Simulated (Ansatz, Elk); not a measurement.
**Li2TiBr4: X-ray structure factors from the self-consistent density**

Structure refinements treat a crystal as free atoms side by side. For a made-up structure of Li2TiBr4 (cell and positions from a PBEsol relaxation) the runs below show what the calculated density changes in F(hkl).

Calculated with Elk 11.2.3 (patched build); DFT, PBE, all-electron APW+lo, Dirac cores, scalar-relativistic bands, static density, no spin.

The structure was built from a prototype and need not be the compound's stable phase.

**1. Set-up**

Symmetry: Cmmm, No. 65, orthorhombic system. The conventional cell has a = 7.825 Å, b = 10.846 Å, c = 3.570 Å, α = 90.00°, β = 90.00°, γ = 90.00°. Nearest to Br lie 1 Ti at 2.63 Å and 4 Li at 2.65 Å. Br has 2 Ti at 2.62 Å and 2 Li at 2.71 Å nearest. Nearest to Ti lie 6 Br at 2.62 to 2.63 Å. Nearest to Li lie 6 Br at 2.65 to 2.71 Å. Farther neighbours and most contacts between anions are not listed.

Coordinates:

```cif
data_structure
_symmetry_space_group_name_H-M 'Cmmm'
_symmetry_Int_Tables_number 65
_cell_length_a 7.8245
_cell_length_b 10.8456
_cell_length_c 3.5704
_cell_angle_alpha 90.000
_cell_angle_beta 90.000
_cell_angle_gamma 90.000
_cell_volume 302.99
loop_
_atom_site_label
_atom_site_type_symbol
_atom_site_symmetry_multiplicity
_atom_site_Wyckoff_symbol
_atom_site_fract_x
_atom_site_fract_y
_atom_site_fract_z
_atom_site_occupancy
Br1 Br 4 i 0.50000 0.25737 0.00000 1
Br2 Br 4 h 0.24541 0.00000 0.50000 1
Ti1 Ti 2 a 0.00000 0.00000 0.00000 1
Li1 Li 4 f 0.25000 0.25000 0.50000 1
```

**2. Ground state and structure factors**

An all-electron density is needed, since X-rays see the cores too. Task 0 finds the density and task 195 Fourier-transforms it; tshift is off so that phases refer to the origin typed.

File elk.in:

```
tasks
  0
  195

xctype
  20

spinpol
  .false.

rgkmax
  7.0

gmaxvr
  14.0

lmaxo
  7

lmaxapw
  8

swidth
  0.002

tshift
  .false.

ramdisk
  .false.

hmaxvr
  5.5

maxscl
  120

epspot
  1e-06

sppath
  './'

avec
  7.39310530796 -10.24764287832 0.00000000000
  7.39310530796 10.24764287832 0.00000000000
  0.00000000000 0.00000000000 6.74708668572

atoms
  3
  'Br.in'
  4
  0.2426332556 0.7573667444 0.0000000000   0.000000 0.000000 0.000000
  0.7573667444 0.2426332556 0.0000000000   0.000000 0.000000 0.000000
  0.2454100785 0.2454100785 0.5000000000   0.000000 0.000000 0.000000
  0.7545899215 0.7545899215 0.5000000000   0.000000 0.000000 0.000000
  'Ti.in'
  1
  0.0000000000 0.0000000000 0.0000000000   0.000000 0.000000 0.000000
  'Li.in'
  2
  -0.0000000000 0.5000000000 0.5000000000   0.000000 0.000000 0.000000
  0.5000000000 -0.0000000000 0.5000000000   0.000000 0.000000 0.000000

ngridk
  4 4 6
```

Launch:

```
$ OMP_NUM_THREADS=4 elk
```

Numbers of over 12 decimals in the logs are rounded to 6 here.

Log:

```text
┌─────────────────────────┐
│ Elk code version 11.2.3 │
└─────────────────────────┘

All units are atomic (Hartree, Bohr, etc.)

┌─────────────────────────────────────────────────┐
│ Ground-state run starting from atomic densities │
└─────────────────────────────────────────────────┘

Lattice vectors :
   7.393105308      -10.24764288       0.000000000
   7.393105308       10.24764288       0.000000000
   0.000000000       0.000000000       6.747086686

Reciprocal lattice vectors :
  0.4249354666     -0.3065673434       0.000000000
  0.4249354666      0.3065673434      -0.000000000
  -0.000000000       0.000000000      0.9312441947

Unit cell volume      :    1022.344253
Brillouin zone volume :   0.2426288529

Muffin-tin inner radius fraction :   0.1000000000E-01

Nuclei treated as point charges

Species : 1 (Br)
 parameters loaded from : Br.in
 name : bromine
 nuclear charge    :   -35.00000000
 electronic charge :    35.00000000
 atomic mass :    145656.0816
 muffin-tin radius :    2.400000000
 number of radial points in muffin-tin :    993
 inner part over the whole radius :   0.9934012010E-02
 number on inner part of muffin-tin    :    703
 approximate nuclear radius :   0.7858070945E-04
 number of mesh points to nuclear radius :    344
 atomic positions (lattice), magnetic fields (Cartesian) :
  1 :   0.24263326 -0.24263326  0.00000000    0.00000000  0.00000000  0.00000000
  2 :  -0.24263326  0.24263326  0.00000000    0.00000000  0.00000000  0.00000000
  3 :   0.24541008  0.24541008  0.50000000    0.00000000  0.00000000  0.00000000
  4 :  -0.24541008 -0.24541008  0.50000000    0.00000000  0.00000000  0.00000000

Species : 2 (Ti)
 parameters loaded from : Ti.in
 name : titanium
 nuclear charge    :   -22.00000000
 electronic charge :    22.00000000
 atomic mass :    87256.20317
 muffin-tin radius :    2.400000000
 number of radial points in muffin-tin :    993
 inner part over the whole radius :   0.9985722337E-02
 number on inner part of muffin-tin    :    699
 approximate nuclear radius :   0.6805665174E-04
 number of mesh points to nuclear radius :    325
 atomic positions (lattice), magnetic fields (Cartesian) :
  1 :   0.00000000  0.00000000  0.00000000    0.00000000  0.00000000  0.00000000

Species : 3 (Li)
 parameters loaded from : Li.in
 name : lithium
 nuclear charge    :   -3.000000000
 electronic charge :    3.000000000
 atomic mass :    12652.66898
 muffin-tin radius :    1.800000000
 number of radial points in muffin-tin :    593
 inner part over the whole radius :   0.9806707936E-02
 number on inner part of muffin-tin    :    401
 approximate nuclear radius :   0.4000070961E-04
 number of mesh points to nuclear radius :    148
 atomic positions (lattice), magnetic fields (Cartesian) :
  1 :   0.00000000  0.50000000  0.50000000    0.00000000  0.00000000  0.00000000
  2 :   0.50000000  0.00000000  0.50000000    0.00000000  0.00000000  0.00000000

Total number of atoms per unit cell :    7
Total muffin-tin volume :    338.3872279
 ratio of muffin-tin to unit cell volume :   0.3309914706

Spin treatment :
 spin-unpolarised

Number of Bravais lattice symmetries :    8
Number of crystal symmetries         :    8
Crystal has inversion symmetry
Real symmetric eigensolver will be used

k-point grid :      4     4     6
k-point offset :    0.000000000       0.000000000       0.000000000
k-point set is reduced with full crystal symmetry group
Total number of k-points :       28

Muffin-tin radius times maximum |G+k| :    7.000000000
 using average radius
Maximum |G+k| for APW functions       :    3.141025641
Maximum (1/2)|G+k|²                   :    4.933021039
Maximum |G| for potential and density :    14.00000000
Constant for pseudocharge density :    8
 order of it for each species :   15  15  15
 order of it for pair densities of each species (exact exchange by exxq0 0: 16) :   11  11   5
Radial integration step length :    1

G-vector grid sizes :     60    60    32
Number of G-vectors :    47299

[...]
from k-point 20 to k-point 21
Estimated direct band gap   :   0.1664461285E-02
 at k-point 20

Charges :
 core                        :    82.00000000
 valence                     :    86.00000000
 interstitial                :    9.318887640
 muffin-tins (core leakage)
  species : 1 (Br)
   atom 1                    :    33.52937963     (  0.2302919504E-04)
[...]
species : 2 (Ti)
[...]
species : 3 (Li)
   atom 1                    :    2.106616563     (   0.000000000    )
   atom 2                    :    2.106616563     (   0.000000000    )
 total in muffin-tins        :    158.6811124
 total calculated charge     :    167.9997899
 total charge                :    168.0000000
 error                       :   0.2101079331E-03

RMS change in Kohn-Sham potential (target) :    7.235246712     (  0.1000000000E-05)
Absolute change in total energy (target)   :    7.363061048     (  0.1000000000E-03)

[... loops 3 to 14 left out ...]

┌──────────────────┐
│ Loop number : 15 │
└──────────────────┘

Energies :
 Fermi                       :     0.201021
 sum of occupied eigenvalues :     -6564.3825909027
 electron kinetic            :      11567.877225882
 core electron kinetic       :      10536.367621348
 Coulomb                     :     -22448.347054966
 Coulomb potential           :     -17591.997385761
 nuclear-nuclear             :     -1277.3127671852
 electron-nuclear            :     -24771.704203921
 Hartree                     :      3600.6699161405
 Madelung                    :     -13652.348362085
 xc potential                :     -540.26243102369
 exchange                    :     -407.29165579707
 correlation                 :     -8.002718
 electron entropic           :    -0.25304352213451E-02
 total energy                :     -11295.766733286

Density of states at Fermi energy :    200.3867004
 (states/Hartree/unit cell)

Estimated indirect band gap :   0.2261883080E-03
 from k-point 10 to k-point 16
Estimated direct band gap   :   0.1484823369E-02
 at k-point 17

Charges :
 core                        :    82.00000000
 valence                     :    86.00000000
 interstitial                :    9.184865807
 muffin-tins (core leakage)
  species : 1 (Br)
[...]
species : 2 (Ti)
[...]
species : 3 (Li)
   atom 1                    :    2.106059897     (   0.000000000    )
   atom 2                    :    2.106059897     (   0.000000000    )
 total in muffin-tins        :    158.8151342
 total calculated charge     :    167.9997998
 total charge                :    168.0000000
 error                       :   0.2001938717E-03

RMS change in Kohn-Sham potential (target) :   0.7668872050E-06 (  0.1000000000E-05)
Absolute change in total energy (target)   :   0.8402303865E-04 (  0.1000000000E-03)

Convergence targets achieved

┌──────────────────┐
│ Loop number : 16 │
└──────────────────┘

Energies :
 Fermi                       :     0.201021
 sum of occupied eigenvalues :     -6564.3825896770
 electron kinetic            :      11567.877224569
 core electron kinetic       :      10536.367619858
 Coulomb                     :     -22448.347051873
 Coulomb potential           :     -17591.997379751
 nuclear-nuclear             :     -1277.3127671852
 electron-nuclear            :     -24771.704203890
 Hartree                     :      3600.6699192019
 Madelung                    :     -13652.348361997
 xc potential                :     -540.26243449537
 exchange                    :     -407.29165590543
 correlation                 :     -8.002718
 electron entropic           :    -0.25304366369945E-02
 total energy                :     -11295.766731618

Density of states at Fermi energy :    200.3868223
 (states/Hartree/unit cell)

Estimated indirect band gap :   0.2261823693E-03
 from k-point 10 to k-point 16
Estimated direct band gap   :   0.1484816748E-02
 at k-point 17

Charges :
 core                        :    82.00000000
 valence                     :    86.00000000
 interstitial                :    9.184865485
 muffin-tins (core leakage)
  species : 1 (Br)
[...]
atom 3                    :    33.56693323     (  0.2299397239E-04)
   atom 4                    :    33.56693323     (  0.2299397239E-04)
  species : 2 (Ti)
   atom 1                    :    20.31348968     ( -0.2204229510E-06)
  species : 3 (Li)
   atom 1                    :    2.106059887     (   0.000000000    )
   atom 2                    :    2.106059887     (   0.000000000    )
 total in muffin-tins        :    158.8151345
 total calculated charge     :    167.9997998
 total charge                :    168.0000000
 error                       :   0.2001938769E-03

┌──────────────────────────────┐
│ Self-consistent loop stopped │
└──────────────────────────────┘

Wrote STATE.OUT
```

Elapsed: 47 s, on 4 threads of AMD EPYC 7B13 (Zen 3), shared host; peak memory 0.3 GiB; 2.2 min of CPU time.

SFACRHO.OUT:

```text

h k l indices transformed by vhmat matrix:
   1.000000000       0.000000000       0.000000000    
   0.000000000       1.000000000       0.000000000    
   0.000000000       0.000000000       1.000000000    

      h      k      l  multipl.   |H|            Re(F)            Im(F)           |F|

      0      0      0      1   0.0000000       168.00000      0.90092488E-16   168.00000    
     -1      0      0      4  0.52397871       25.426132      0.63319067E-14   25.426132    
     -1      1      0      2  0.61313469       15.455320     -0.46964992E-14   15.455320    
     -1     -1      0      2  0.84987093       14.539485      0.34283964E-13   14.539485    
      0      0      1      2  0.93124419       14.062262      0.85072400E-14   14.062262    
     -1      2      0      4   1.0131249       11.062239     -0.97455189E-15   11.062239    
      0     -2      0      4   1.0479574      -97.767745     -0.12970134E-13   97.767745    
      0      1      1      8   1.0685361       18.358175     -0.30215615E-15   18.358175    
     -1      1     -1      4   1.1149663      -96.319353     -0.49480931E-14   96.319353    
      2     -2      0      2   1.2262694       133.32431      0.79739141E-14   133.32431    
     -1     -1      1      4   1.2607523       132.87348     -0.16263876E-13   132.87348    
     -1     -2      0      4   1.3111502       13.765480      0.88448679E-14   13.765480    
      1     -2     -1      8   1.3760951       6.5396235     -0.39890981E-14   6.5396235    
      2      0     -1      8   1.4019381       12.376337      0.57781544E-13   12.376337    
     -1      3      0      4   1.4919843       11.170140     -0.21631096E-14   11.170140    
      2     -2      1      4   1.5397897       10.912595      0.73263892E-14   10.912595    
      0     -3      0      4   1.5719361       2.9788060     -0.85081741E-14   2.9788060    
      3     -2      0      4   1.5906472       28.388759      0.27959679E-14   28.388759
```

Elk indexes on the primitive cell of elk.in and gives |H| = 4π sin θ/λ in inverse bohr. Below, one row stands for each form hkl of the conventional cell (m members, Friedel mates merged), F is for one primitive cell and the density is static (no thermal factor). Free-atom factors are Waasmaier and Kirfel's, and R is Σm||F|−|F'||/Σm|F|.

```csv
hkl,m,sin θ/λ (Å⁻¹),"abs F, DFT",neutral atoms,diff.,ions,diff.
110,4,0.079,25.426,25.203,+0.224,24.366,+1.060
020,2,0.092,15.455,15.412,+0.043,15.415,+0.040
200,2,0.128,14.540,14.469,+0.071,14.521,+0.018
001,2,0.140,14.062,14.073,-0.011,14.139,-0.077
130,4,0.152,11.062,10.987,+0.075,10.977,+0.085
220,4,0.158,97.768,97.420,+0.348,97.617,+0.150
111,8,0.161,18.358,18.314,+0.044,18.361,-0.003
021,4,0.168,96.319,95.987,+0.332,95.985,+0.334
040,2,0.184,133.324,132.934,+0.390,132.987,+0.337
201,4,0.190,132.874,132.666,+0.208,132.703,+0.171
310,4,0.197,13.765,13.895,-0.129,14.026,-0.261
131,8,0.207,6.540,6.658,-0.118,6.805,-0.265
221,8,0.211,12.376,12.430,-0.053,12.514,-0.138
240,4,0.224,11.170,11.123,+0.047,11.202,-0.032
041,4,0.232,10.913,10.865,+0.047,10.940,-0.028
330,4,0.236,2.979,3.183,-0.204,3.324,-0.345
150,4,0.239,28.389,28.350,+0.039,28.438,-0.049
311,8,0.242,21.606,21.697,-0.091,21.796,-0.190
```

The ions are Li+, Ti2+ and Br−, by formal charge.

**3. The highest occupied states alone**

An energy window below the Fermi level keeps the highest occupied states, to see at which angles they scatter; shallow core shells can lie inside it and anion s states outside. No new self-consistency is needed.

elk.in, as its differences from that of step 2:

```diff
@@ -1,3 +1,2 @@
 tasks
-  0
   195
@@ -40,2 +39,5 @@
 
+wsfac
+  -0.350220 0.501020
+
 sppath
```

Launch:

```
$ OMP_NUM_THREADS=4 elk
```

Log:

```text
┌─────────────────────────────────┐
│ Elk code version 11.2.3 started │
└─────────────────────────────────┘

Info(readinput): the functional depends on the density's gradient
 muffin-tin radial points multiplied by    2.00000
 (not where nrmtscf is given)

┌────────────────────┐
│ Current task : 195 │
└────────────────────┘

Info(sfacrho): density structure factors written to SFACRHO.OUT

 Energy window :  -0.3502200000      0.5010200000

┌──────────────────┐
│ Elk code stopped │
└──────────────────┘
```

The job ended after 13 s (4 threads; peak memory 0.19 GiB; 15 s of CPU time).

States within 15 eV below the Fermi level hold 26.00 electrons; any levels below the window count with the cores. Their amplitudes can exceed the total, where window and core parts have opposite phase:

```csv
hkl,sin θ/λ (Å⁻¹),"abs F, window","abs F, all"
110,0.079,3.303,25.426
020,0.092,1.778,15.455
200,0.128,1.514,14.540
001,0.140,1.343,14.062
130,0.152,0.987,11.062
220,0.158,6.969,97.768
111,0.161,1.395,18.358
021,0.168,6.150,96.319
040,0.184,6.995,133.324
201,0.190,6.387,132.874
```

**4. Another functional**

The difference from free atoms is small, so it is set against the change that LDA (Perdew-Wang) makes.

elk.in, as its differences from that of step 3:

```diff
@@ -1,2 +1,3 @@
 tasks
+  0
   195
@@ -4,3 +5,3 @@
 xctype
-  20
+  3
 
@@ -39,5 +40,2 @@
 
-wsfac
-  -0.350220 0.501020
-
 sppath
```

Launch:

```
$ OMP_NUM_THREADS=4 elk
```

Log:

```text
┌─────────────────────────┐
│ Elk code version 11.2.3 │
└─────────────────────────┘

All units are atomic (Hartree, Bohr, etc.)

┌─────────────────────────────────────────────────┐
│ Ground-state run starting from atomic densities │
└─────────────────────────────────────────────────┘

Lattice vectors :
   7.393105308      -10.24764288       0.000000000
   7.393105308       10.24764288       0.000000000
   0.000000000       0.000000000       6.747086686

Reciprocal lattice vectors :
  0.4249354666     -0.3065673434       0.000000000
[...]
atom 4                    :    33.54508995     (  0.1720462649E-04)
  species : 2 (Ti)
   atom 1                    :    20.33115109     ( -0.3536572319E-05)
  species : 3 (Li)
   atom 1                    :    2.109601244     (   0.000000000    )
   atom 2                    :    2.109601244     (   0.000000000    )
 total in muffin-tins        :    158.7515034
 total calculated charge     :    167.9998314
 total charge                :    168.0000000
 error                       :   0.1685784572E-03

┌──────────────────────────────┐
│ Self-consistent loop stopped │
└──────────────────────────────┘

Wrote STATE.OUT
[key lines of the parts left out:]
total energy                :     -11280.631276203
```

Wall time 33 s (4 threads); peak memory 0.26 GiB.

Against the first run R = 0.07 %; the largest change is -0.090 at 800.

**5. Basis size**

A smaller basis shows how fast F responds to it; the change is likely larger than the basis error of the first run, but doesn't show convergence.

elk.in, as its differences from that of step 4:

```diff
@@ -5,3 +5,3 @@
 xctype
-  3
+  20
 
@@ -11,3 +11,3 @@
 rgkmax
-  7.0
+  5.5
```

Launch:

```
$ OMP_NUM_THREADS=4 elk
```

Log:

```text
┌─────────────────────────┐
│ Elk code version 11.2.3 │
└─────────────────────────┘

All units are atomic (Hartree, Bohr, etc.)

┌─────────────────────────────────────────────────┐
│ Ground-state run starting from atomic densities │
└─────────────────────────────────────────────────┘

Lattice vectors :
   7.393105308      -10.24764288       0.000000000
   7.393105308       10.24764288       0.000000000
   0.000000000       0.000000000       6.747086686

Reciprocal lattice vectors :
  0.4249354666     -0.3065673434       0.000000000
[...]
atom 4                    :    33.54843816     (  0.2296948306E-04)
  species : 2 (Ti)
   atom 1                    :    20.27919787     ( -0.2204234271E-06)
  species : 3 (Li)
   atom 1                    :    2.103028316     (   0.000000000    )
   atom 2                    :    2.103028316     (   0.000000000    )
 total in muffin-tins        :    158.7014424
 total calculated charge     :    167.9998385
 total charge                :    168.0000000
 error                       :   0.1614739554E-03

┌──────────────────────────────┐
│ Self-consistent loop stopped │
└──────────────────────────────┘

Wrote STATE.OUT
[key lines of the parts left out:]
total energy                :     -11295.711703919
```

The job ended after 37 s (4 threads; peak memory 0.27 GiB; 96 s of CPU time).

Against the first run R = 0.03 %; the largest change is -0.043 at 201.

**6. Settings against the effect**

```csv
run,R against the first run (%),"R against neutral atoms, low angle (%)",wall time
"PBE, rgkmax 7",0.00,0.36,47 s
LDA (Perdew-Wang),0.07,0.35,33 s
rgkmax 5.5,0.03,0.37,37 s
```

**7. What came out**

- R against neutral atoms, sin θ/λ < 0.3 Å⁻¹: 0.36 %
- R against neutral atoms, 0.3 to 0.56 Å⁻¹: 0.29 %
- R against ions, below 0.3 Å⁻¹: 0.49 %

In words: Independent neutral atoms miss the calculated amplitudes by R = 0.36 % below 0.3 Å⁻¹ and 0.29 % from there to 0.56 Å⁻¹; by shells, 0.60 % below 0.15 Å⁻¹ (4 forms), 0.35 % 0.15 to 0.3 (25 forms), 0.33 % 0.3 to 0.45 (56 forms), 0.26 % above 0.45 (64 forms). Bonding, aspherical density and the tables' own atoms all enter these figures, and the runs don't part them. The largest change of an amplitude is +0.39 electrons, at 040. Formal ions give R = 0.49 % at low angle, further off than neutral atoms. The window's part falls from 26.0 electrons at the origin to at most 0.55 between 0.45 and 0.56 Å⁻¹. Below 0.3 Å⁻¹ the changes that finished (LDA (Perdew-Wang) and rgkmax 5.5) move F by R = 0.04 % at most, against the 0.36 % that separates it from free atoms. The k-mesh has no finished test. These runs have no spin, though d or f shells may be open. Part of the difference isn't bonding: the tables are fits to free atoms and ions calculated by other methods than this functional. Thermal motion, anomalous dispersion and extinction are left out.

[Logs are printed without paths, hosts, clocks, repeated set-up lines and the standing remarks that a program may print on its own settings, such as how far it seeks lower states.]

[Hosts, paths, dates, database ids (printed as entryN), source tags and the programs' standing remarks are cut or masked in the printed files.]
